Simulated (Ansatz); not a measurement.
## AlIn (hypothetical, Fm-3m): a volume series of phonon spectra: relaxation

Ansatz 0.2.0; DFT PBE, scalar-relativistic, plane waves, PAW.

Symmetry: Fm-3m, No. 225, cubic system. Conventional cell: a = 5.811 Å, b = 5.811 Å, c = 5.811 Å, α = 90.00°, β = 90.00°, γ = 90.00°. Al has 6 In at 2.91 Å nearest. In has 6 Al at 2.91 Å nearest. Farther neighbours are not listed.

Relaxation path:

```csv
step,energy less that of the first step (eV),largest force component (eV/Å),pressure (GPa),volume (Å³)
1,0.0000,0.0000,-0.25,49.05
2,-0.0003,0.0000,0.03,48.72
3*,-0.0002,0.0000,0.03,48.72
```

Relaxation steps marked * repeat the geometry before them on a plane-wave basis chosen anew for their cell, so energy and pressure can jump there.

The run keeps the 48 symmetry operations that it works with, so distortions that break them were not tested.

```csv
"conventional cell, symmetrised",before,after,change
a (Å),5.811,5.798,-0.2 %
b (Å),5.811,5.798,-0.2 %
c (Å),5.811,5.798,-0.2 %
volume (Å³/atom),24.52,24.36,-0.7 %
```

The relaxed structure:

```
Al In
1.0
     0.00000    2.89879    2.89879
     2.89879    0.00000    2.89879
     2.89879    2.89879    0.00000
Al In
1 1
Direct
  0.50000 0.50000 0.50000
  0.00000 0.00000 0.00000
```

Numbers from this step:

| Property | Result |
| --- | --- |
| pressure | 0.03091 GPa |
| volume per atom | 24.36 Å³ |

What was run to get this?

The system, level and task follow from the heading and the kind of results. Meshes, cutoffs and thresholds can't be read from the results; these are the ones that the run used.

Input file input.yaml:

```yaml
crystal:
  lattice:
    - [0.0, 2.9053759622, 2.9053759622]
    - [2.9053759622, 0.0, 2.9053759622]
    - [2.9053759622, 2.9053759622, 0.0]
  atoms:
    - { symbol: Al, position: [0.5, 0.5, 0.5] }
    - { symbol: In, position: [0.0, 0.0, 0.0] }
kpoints:
  mp_grid: { grid: [12, 12, 12] }
hamiltonian:
  xc: pbe
scf:
  occupations: { method: gaussian, width: 0.1 }
output:
  forces: true
  stress: true
  eigenvalues: true
relax:
  adjacent_minimum: "off"
  f_tol: 0.005
  max_steps: 80
  cell: { stress_tol: 0.05 }
```

The run is started by

```sh
$ ansatz run input.yaml --threads 4 --pin off --max-ram 8192MiB --backend cpu --events-out ev --progress --plain --runs-dir out
```

[Logs are printed without paths, hosts, clocks, repeated set-up lines and the standing remarks that a program may print on its own settings, such as how far it seeks lower states.]

[Hosts, paths, dates, database ids (printed as entryN), source tags and the programs' standing remarks are cut or masked in the printed files.]

[A step with changed settings may run another functional than the one named; its input shows which.]

[Of the runs on displaced cells, only some may be shown.]
